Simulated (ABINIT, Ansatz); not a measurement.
**Tellurium (P3_121, 3 atoms a cell): G0W0 on several meshes in ABINIT**

Wanted: mesh dependence and cost of G0W0 for Tellurium (P3_121, 3 atoms a cell).

Main program and level: ABINIT 10.8.3; PBE and many-body steps on it, plane waves.

The database entry behind the starting cell differs from later determinations by our own check (inner coordinate of an old entry), so it need not match the best structure at ambient conditions.

### 1. Set-up

Symmetry: P3_121, No. 152, trigonal system. Conventional cell: a = 4.454 Å, b = 4.454 Å, c = 5.924 Å, α = 90.00°, β = 90.00°, γ = 120.00°. Nearest to Te lie 2 Te at 2.86 Å.

The cell and positions come from the Crystallography Open Database and are kept as given unless a step says otherwise. Spin-orbit coupling is left out unless a step names it.

### 2. Empty states on the mesh, 3×3×2 mesh, 743 bands

This step: ABINIT 10.8.3; DFT, PBE, plane waves, norm-conserving pseudopotentials.

The sums over transitions need many empty states on a uniform mesh; this step solves for them.

File run.abi:

```
acell 3*1.0 Angstrom
rprim 
  4.454000000025 -0.000000000006 0.000000000000
  -2.227000000008 3.857277148481 0.000000000000
  0.000000000000 0.000000000000 5.924000000000
ntypat 1
znucl 52
natom 3
typat 1 1 1
xred 
  0.269000000000 0.000000000000 0.333333333333
  0.000000000000 0.269000000000 0.666666666667
  0.731000000000 0.731000000000 -0.000000000000
pp_dirpath "pseudos"
pseudos "Te.upf"
ecut 34
ngkpt 3 3 2
nshiftk 1
shiftk 0 0 0
kptopt 1
chksymbreak 0
iscf -2
irdden 1
istwfk *1
nband 743
nbdbuf 66
tolwfr 1e-09
nstep 60
prtvol 0
indata_prefix "in"
outdata_prefix "out"
tmpdata_prefix "tmp"
```

On the command line:

```
$ OMP_NUM_THREADS=1 mpirun -n 4 abinit run.abi > log
```

Numbers of over 12 decimals in the logs are rounded to 6 here.

What it wrote:

```text
.Version 10.8.3 of ABINIT. v10.8.2 released Aug 2026.

 Symmetries : space group P3_1 2 1 (#152); Bravais hP (primitive hexag.)
[... echo of the input left out ...]
== DATASET  1 ==================================================================
-   mpi_nproc: 4, omp_nthreads: 1 (-1 if OMP is not activated)

--- !DatasetInfo
iteration_state: {dtset: 1, }
dimensions: {natom: 3, nkpt: 6, mband: 743, nsppol: 1, nspinor: 1, nspden: 1, mpw: 6557, }
cutoff_energies: {ecut:  34.0, pawecutdg:  -1.0, }
[...]
7.43449    7.44062    7.44062    7.48294    7.48472    7.48478    7.48699    7.50035
   7.50054    7.50535    7.50553    7.51038    7.53278    7.53308    7.54787    7.54936
   7.56156    7.57060    7.57293    7.58980    7.60078    7.61177    7.63226
 prteigrs : prtvol=0 or 1, do not print more k-points.

== END DATASET(S) ==============================================================
================================================================================

 -outvars: echo values of variables after computation  --------
            nband         743
             nkpt           6
          spgroup         152
 [... the other variables as echoed above ...]

 Calculation completed.
```

Wall time 18 min (4 MPI ranks of Arm Neoverse V1, shared host); peak memory 0.9 GiB; 71 min of CPU time.

This step gave:

```
gap                                                           : 0.1739 eV
k of the valence top                                          : 0.3333, 0.3333, 0.5
k of the conduction bottom                                    : 0.3333, 0.3333, 0.5
least direct gap                                              : 0.1739 eV
k points computed                                             : 6
lowest point of the top converged band, above the valence top : 187.6723 eV
```

On this mesh the gap is 0.174 eV.

The density comes from a self-consistent run that is not shown.

### 3. Screening, 3×3×2 mesh, 290 bands, screening to 176.9 eV

The RPA dielectric matrix is built and inverted for each q.

This step: RPA screening on PBE, plane waves, norm-conserving pseudopotentials.

run.abi, as its differences from that of step 2:

```diff
@@ -21,10 +21,11 @@
 chksymbreak 0
-iscf -2
-irdden 1
 istwfk *1
-nband 743
-nbdbuf 66
-tolwfr 1e-09
-nstep 60
-prtvol 0
+occopt 1
+irdwfk 1
+optdriver 3
+nband 290
+ecuteps 6.5
+inclvkb 2
+awtr 1
+symchi 1
 indata_prefix "in"
```

What it wrote:

```text
.Version 10.8.3 of ABINIT. v10.8.2 released Aug 2026.

 Symmetries : space group P3_1 2 1 (#152); Bravais hP (primitive hexag.)
[... echo of the input left out ...]
== DATASET  1 ==================================================================
-   mpi_nproc: 4, omp_nthreads: 1 (-1 if OMP is not activated)

--- !DatasetInfo
iteration_state: {dtset: 1, }
dimensions: {natom: 3, nkpt: 6, mband: 290, nsppol: 1, nspinor: 1, nspden: 1, mpw: 6557, }
cutoff_energies: {ecut:  34.0, pawecutdg:  -1.0, }
electrons: {nelect:   4.80000000E+01, charge:   0.00000000E+00, occopt:   1.00000000E+00, tsmear:   1.00000000E-02, }

 SCREENING: Calculation of the susceptibility and dielectric matrices

 Based on a program developped by R.W. Godby, V. Olevano, G. Onida, and L. Reining.
 Incorporated in ABINIT by V. Olevano, G.-M. Rignanese, and M. Torrent.
.Using double precision arithmetic ; gwpc =  8

[... cell and pseudopotentials left out ...]
--------------------------------------------------------------------------------

 ==== K-mesh for the wavefunctions ====
 Number of points in the irreducible wedge :     6
[... list of points left out ...]
 Together with  6 symmetry operations and time-reversal symmetry
 yields    18 points in the full Brillouin Zone.

 ==== Q-mesh for the screening function ====
 Number of points in the irreducible wedge :     6
[... list of points left out ...]
 Together with  6 symmetry operations and time-reversal symmetry
 yields    18 points in the full Brillouin Zone.

 setmesh: FFT mesh size selected  =    27x   27x   45
          total number of points  =        32805

 vcoul_init : cutoff-mode = AUXILIARY_FUNCTION
 q-points for optical limit:   1
     1)      0.000010    0.000020    0.000030

- screening: taking advantage of time-reversal symmetry
- Maximum band index for partially occupied states nbvw = 24
- Remaining bands to be divided among processors   nbcw = 266
- Number of bands treated by each node ~66

 Number of electrons calculated from density =   48.0000; Expected =   48.0000
 average of density, n =  0.069887
 r_s =    1.5060
 omega_plasma =   25.5009 [eV]

 calculating chi0 at frequencies [eV] :
  1    0.000000E+00    0.000000E+00
  2    0.000000E+00    2.550086E+01

--------------------------------------------------------------------------------
  q-point number  1        q = ( 0.000000, 0.000000, 0.000000) [r.l.u.]
--------------------------------------------------------------------------------
[... chi0 elements left out ...]
 For q-point:  0.000010 0.000020 0.000030
  dielectric constant =   1.65941E+03
  dielectric constant without local fields =   2.09902E+03

  Average fulfillment of the sum rule on Im[epsilon] for q-point    1 :    104.16  [%]
[... wings left out ...]
  q-point number  2        q = ( 0.333333, 0.000000, 0.000000) [r.l.u.]
--------------------------------------------------------------------------------
[... chi0 elements left out ...]
  Average fulfillment of the sum rule on Im[epsilon] for q-point    2 :    114.90  [%]

 [... 4 further q-points ...]
```

It took 2.4 min on 4 MPI ranks; peak memory 1.7 GiB.

This step gave:

```yaml
eps_infinity_with_local_fields_on_this_mesh_along_the_program_s_q_direction: 1659
the_same_without_local_fields: 2099
plasma_frequency: 25.50 eV
plane_waves_in_the_screening_matrix: 529
```

Local fields lower ε∞ by 21 %. The value itself is an artefact of the mesh, where one narrow direct gap carries too much weight.

### 4. 3×3×2

The self-energy is evaluated for the states that the input lists, and the levels follow from it, in one-shot runs by the linearised quasiparticle equation.

This step: G0W0 on PBE, plane waves, norm-conserving pseudopotentials.

run.abi, as its differences from that of step 3:

```diff
@@ -24,8 +24,17 @@
 irdwfk 1
-optdriver 3
+optdriver 4
 nband 290
+gwcalctyp 0
+ecutsigx 34
+symsigma 1
+nkptgw 2
+kptgw 
+  0.3333333333 0.3333333333 0.5000000000
+  0.0000000000 0.0000000000 0.0000000000
+bdgw 
+  23 27
+  22 26
 ecuteps 6.5
-inclvkb 2
-awtr 1
-symchi 1
+irdscr 1
+ppmodel 1
 indata_prefix "in"
```

What it wrote:

```text
.Version 10.8.3 of ABINIT. v10.8.2 released Aug 2026.

 Symmetries : space group P3_1 2 1 (#152); Bravais hP (primitive hexag.)
[... echo of the input left out ...]
== DATASET  1 ==================================================================
-   mpi_nproc: 4, omp_nthreads: 1 (-1 if OMP is not activated)

--- !DatasetInfo
iteration_state: {dtset: 1, }
dimensions: {natom: 3, nkpt: 6, mband: 290, nsppol: 1, nspinor: 1, nspden: 1, mpw: 6557, }
cutoff_energies: {ecut:  34.0, pawecutdg:  -1.0, }
electrons: {nelect:   4.80000000E+01, charge:   0.00000000E+00, occopt:   1.00000000E+00, tsmear:   1.00000000E-02, }

 SIGMA: Calculation of the GW corrections

 Based on a program developped by R.W. Godby, V. Olevano, G. Onida, and L. Reining.
 Incorporated in ABINIT by V. Olevano, G.-M. Rignanese, and M. Torrent.
.Using double precision arithmetic ; gwpc =  8

[... cell and pseudopotentials left out ...]
--------------------------------------------------------------------------------

 ==== K-mesh for the wavefunctions ====
 Number of points in the irreducible wedge :     6
[... list of points left out ...]
 Together with  6 symmetry operations and time-reversal symmetry
 yields    18 points in the full Brillouin Zone.

 ==== Q-mesh for screening function ====
 Number of points in the irreducible wedge :     6
[... list of points left out ...]
 Together with  6 symmetry operations and time-reversal symmetry
 yields    18 points in the full Brillouin Zone.

 vcoul_init : cutoff-mode = AUXILIARY_FUNCTION
 q-points for optical limit:   1
     1)      0.000010    0.000020    0.000030
 setmesh: FFT mesh size selected  =    40x   40x   60
          total number of points  =        96000

 Number of electrons calculated from density =   48.0000; Expected =   48.0000
 average of density, n =  0.069887
 r_s =    1.5060
 omega_plasma =   25.5009 [eV]

 === KS Band Gaps ===
  >>>> For spin  1
   Minimum direct gap =   0.1738 [eV], located at k-point      :   0.3333  0.3333  0.5000
   Fundamental gap    =   0.1738 [eV], Top of valence bands at :   0.3333  0.3333  0.5000
                                       Bottom of conduction at :   0.3333  0.3333  0.5000
 SIGMA fundamental parameters:
 PLASMON POLE MODEL  1
 number of plane-waves for SigmaX                 6557
 number of plane-waves for SigmaC and W            529
 number of plane-waves for wavefunctions          6557
 number of bands                                   290
 number of independent spin polarizations            1
 number of spinorial components                      1
 number of k-points in IBZ                           6
 number of q-points in IBZ                           6
 number of symmetry operations                       6
 number of k-points in BZ                           18
 number of q-points in BZ                           18
 number of frequencies for dSigma/dE                 9
 frequency step for dSigma/dE [eV]                0.25
 number of omega for Sigma on real axis              0
 max omega for Sigma on real axis  [eV]           0.00
 zcut for avoiding poles [eV]                     0.10

 EPSILON^-1 parameters (SCR file):
 dimension of the eps^-1 matrix on file            529
 dimension of the eps^-1 matrix used               529
 number of plane-waves for wavefunctions          6557
 number of bands                                   290
 number of q-points in IBZ                           6
 number of frequencies                               2
 number of real frequencies                          1
 number of imag frequencies                          1

 matrix elements of self-energy operator (all in [eV])

 Perturbative Calculation

--- !SelfEnergy_ee
iteration_state: {dtset: 1, }
kpoint     : [   0.333,    0.333,    0.500, ]
spin       : 1
KS_gap     :    0.174
QP_gap     :    0.502
Delta_QP_KS:    0.329
data: !SigmaeeData |
     Band     E0 <VxcDFT>   SigX SigC(E0)      Z dSigC/dE  Sig(E)    E-E0       E
       23   4.683 -12.381 -14.438   1.025   0.784  -0.275 -13.190  -0.809   3.875
       24   4.683 -12.381 -14.438   1.025   0.784  -0.275 -13.190  -0.809   3.875
       25   4.857 -11.885  -9.305  -3.190   0.786  -0.272 -12.365  -0.480   4.377
       26   6.003 -11.851  -9.094  -3.385   0.786  -0.273 -12.344  -0.493   5.510
       27   6.003 -11.851  -9.094  -3.385   0.786  -0.273 -12.344  -0.493   5.510

--- !SelfEnergy_ee
iteration_state: {dtset: 1, }
kpoint     : [   0.000,    0.000,    0.000, ]
spin       : 1
KS_gap     :    1.861
QP_gap     :    2.142
Delta_QP_KS:    0.282
data: !SigmaeeData |
     Band     E0 <VxcDFT>   SigX SigC(E0)      Z dSigC/dE  Sig(E)    E-E0       E
       22   3.007 -11.477 -14.257   1.776   0.776  -0.288 -12.257  -0.780   2.227
       23   3.007 -11.477 -14.257   1.776   0.776  -0.288 -12.257  -0.780   2.227
       24   3.836 -11.708 -14.430   1.643   0.779  -0.284 -12.548  -0.841   2.995
       25   5.696 -12.128  -9.580  -3.262   0.782  -0.279 -12.686  -0.559   5.137
       26   5.696 -12.128  -9.580  -3.262   0.782  -0.279 -12.686  -0.559   5.137

== END DATASET(S) ==============================================================
================================================================================

 -outvars: echo values of variables after computation  --------
           etotal      0.0000000000E+00
            nband         290
             nkpt           6
          spgroup         152
 [... the other variables as echoed above ...]

 Calculation completed.
```

Elapsed: 71 s, on 4 MPI ranks; peak memory 1.8 GiB.

Numbers from this step:

- G0W0 gap on the points computed: 0.5020 eV
- starting gap on the mesh: 0.1739 eV
- k of the valence top: 0.3333, 0.3333, 0.5
- k of the conduction bottom: 0.3333, 0.3333, 0.5
- Z at the valence top: 0.784
- Z at the conduction bottom: 0.786
- least direct G0W0 gap on the computed points: 0.5020 eV

The gap on the mesh goes from 0.17 eV to 0.50 eV, a correction of +0.33 eV.

### 5. Empty states on the mesh, 3×3×4 mesh, 318 bands

This step: DFT, PBE, plane waves, norm-conserving pseudopotentials.

run.abi, as its differences from that of step 4:

```diff
@@ -16,3 +16,3 @@
 ecut 34
-ngkpt 3 3 2
+ngkpt 3 3 4
 nshiftk 1
@@ -21,20 +21,10 @@
 chksymbreak 0
+iscf -2
+irdden 1
 istwfk *1
-occopt 1
-irdwfk 1
-optdriver 4
-nband 290
-gwcalctyp 0
-ecutsigx 34
-symsigma 1
-nkptgw 2
-kptgw 
-  0.3333333333 0.3333333333 0.5000000000
-  0.0000000000 0.0000000000 0.0000000000
-bdgw 
-  23 27
-  22 26
-ecuteps 6.5
-irdscr 1
-ppmodel 1
+nband 318
+nbdbuf 28
+tolwfr 1e-09
+nstep 60
+prtvol 0
 indata_prefix "in"
```

What it wrote:

```text
.Version 10.8.3 of ABINIT. v10.8.2 released Aug 2026.

 Symmetries : space group P3_1 2 1 (#152); Bravais hP (primitive hexag.)
[... echo of the input left out ...]
== DATASET  1 ==================================================================
-   mpi_nproc: 4, omp_nthreads: 1 (-1 if OMP is not activated)

--- !DatasetInfo
iteration_state: {dtset: 1, }
dimensions: {natom: 3, nkpt: 10, mband: 318, nsppol: 1, nspinor: 1, nspden: 1, mpw: 6557, }
cutoff_energies: {ecut:  34.0, pawecutdg:  -1.0, }
[...]
3.94371    3.95395    3.95395    3.98588    3.98883    3.98883    3.99614    4.02374
   4.02374    4.03699    4.03699    4.03734    4.07125    4.07486    4.07487    4.09657
   4.12429    4.12445    4.13348    4.13979    4.14257    4.15750
 prteigrs : prtvol=0 or 1, do not print more k-points.

== END DATASET(S) ==============================================================
================================================================================

 -outvars: echo values of variables after computation  --------
            nband         318
             nkpt          10
          spgroup         152
 [... the other variables as echoed above ...]

 Calculation completed.
```

Elapsed: 5.7 min, on 4 MPI ranks; peak memory 0.71 GiB.

Numbers from this step:

| Quantity | Value |
| --- | --- |
| gap | 0.1739 eV |
| k of the valence top | 0.3333, 0.3333, 0.5 |
| k of the conduction bottom | 0.3333, 0.3333, 0.5 |
| least direct gap | 0.1739 eV |
| k points computed | 10 |
| lowest point of the top converged band, above the valence top | 100.2399 eV |

On this mesh the gap is 0.174 eV.

### 6. Screening, 3×3×4 mesh, 290 bands, screening to 176.9 eV

This step: RPA screening on PBE, plane waves, norm-conserving pseudopotentials.

run.abi, as its differences from that of step 5:

```diff
@@ -21,10 +21,11 @@
 chksymbreak 0
-iscf -2
-irdden 1
 istwfk *1
-nband 318
-nbdbuf 28
-tolwfr 1e-09
-nstep 60
-prtvol 0
+occopt 1
+irdwfk 1
+optdriver 3
+nband 290
+ecuteps 6.5
+inclvkb 2
+awtr 1
+symchi 1
 indata_prefix "in"
```

What it wrote:

```text
.Version 10.8.3 of ABINIT. v10.8.2 released Aug 2026.

 Symmetries : space group P3_1 2 1 (#152); Bravais hP (primitive hexag.)
[... echo of the input left out ...]
== DATASET  1 ==================================================================
-   mpi_nproc: 4, omp_nthreads: 1 (-1 if OMP is not activated)

--- !DatasetInfo
iteration_state: {dtset: 1, }
dimensions: {natom: 3, nkpt: 10, mband: 290, nsppol: 1, nspinor: 1, nspden: 1, mpw: 6557, }
cutoff_energies: {ecut:  34.0, pawecutdg:  -1.0, }
electrons: {nelect:   4.80000000E+01, charge:   0.00000000E+00, occopt:   1.00000000E+00, tsmear:   1.00000000E-02, }

 SCREENING: Calculation of the susceptibility and dielectric matrices

 Based on a program developped by R.W. Godby, V. Olevano, G. Onida, and L. Reining.
 Incorporated in ABINIT by V. Olevano, G.-M. Rignanese, and M. Torrent.
.Using double precision arithmetic ; gwpc =  8

[... cell and pseudopotentials left out ...]
--------------------------------------------------------------------------------

 ==== K-mesh for the wavefunctions ====
 Number of points in the irreducible wedge :    10
[... list of points left out ...]
 Together with  6 symmetry operations and time-reversal symmetry
 yields    36 points in the full Brillouin Zone.

 ==== Q-mesh for the screening function ====
 Number of points in the irreducible wedge :    10
[... list of points left out ...]
 Together with  6 symmetry operations and time-reversal symmetry
 yields    36 points in the full Brillouin Zone.

 setmesh: FFT mesh size selected  =    27x   27x   45
          total number of points  =        32805

 vcoul_init : cutoff-mode = AUXILIARY_FUNCTION
 q-points for optical limit:   1
     1)      0.000010    0.000020    0.000030

- screening: taking advantage of time-reversal symmetry
- Maximum band index for partially occupied states nbvw = 24
- Remaining bands to be divided among processors   nbcw = 266
- Number of bands treated by each node ~66

 Number of electrons calculated from density =   48.0000; Expected =   48.0000
 average of density, n =  0.069887
 r_s =    1.5060
 omega_plasma =   25.5009 [eV]

 calculating chi0 at frequencies [eV] :
  1    0.000000E+00    0.000000E+00
  2    0.000000E+00    2.550086E+01

--------------------------------------------------------------------------------
  q-point number  1        q = ( 0.000000, 0.000000, 0.000000) [r.l.u.]
--------------------------------------------------------------------------------
[... chi0 elements left out ...]
 For q-point:  0.000010 0.000020 0.000030
  dielectric constant =   9.28084E+02
  dielectric constant without local fields =   1.05813E+03

  Average fulfillment of the sum rule on Im[epsilon] for q-point    1 :    104.19  [%]
[... wings left out ...]
  q-point number  2        q = ( 0.333333, 0.000000, 0.000000) [r.l.u.]
--------------------------------------------------------------------------------
[... chi0 elements left out ...]
  Average fulfillment of the sum rule on Im[epsilon] for q-point    2 :    114.95  [%]

 [... 8 further q-points ...]
```

Run time: 7.7 min. Hardware: 4 MPI ranks; peak memory 2.6 GiB.

This step gave:

* ε∞ with local fields, on this mesh, along the program's q direction: 928.1
* the same without local fields: 1058
* plasma frequency: 25.50 eV
* plane waves in the screening matrix: 529

(Part 1 of 2 ends here.)

[Paths, hosts, dates, memory and timing lines, banners, echoed tables and standing remarks are left out of the program output.]

[Logs are printed without paths, hosts, clocks, repeated set-up lines and the standing remarks that a program may print on its own settings, such as how far it seeks lower states.]

[Runs of the session that timed out or met a known fault of the program may be left out.]

[Hosts, paths, dates, database ids (printed as entryN), source tags and the programs' standing remarks are cut or masked in the printed files.]

[G0W0 gaps are taken among the corrected bands and points alone; a level outside them can change the order at an edge.]

[Where Ansatz stands beside ABINIT at settings called matched, ABINIT's density can come from a denser mesh and the files from another edition; pairs whose starting gaps differed by over 0.03 eV were left out, so agreement reads better than it is.]
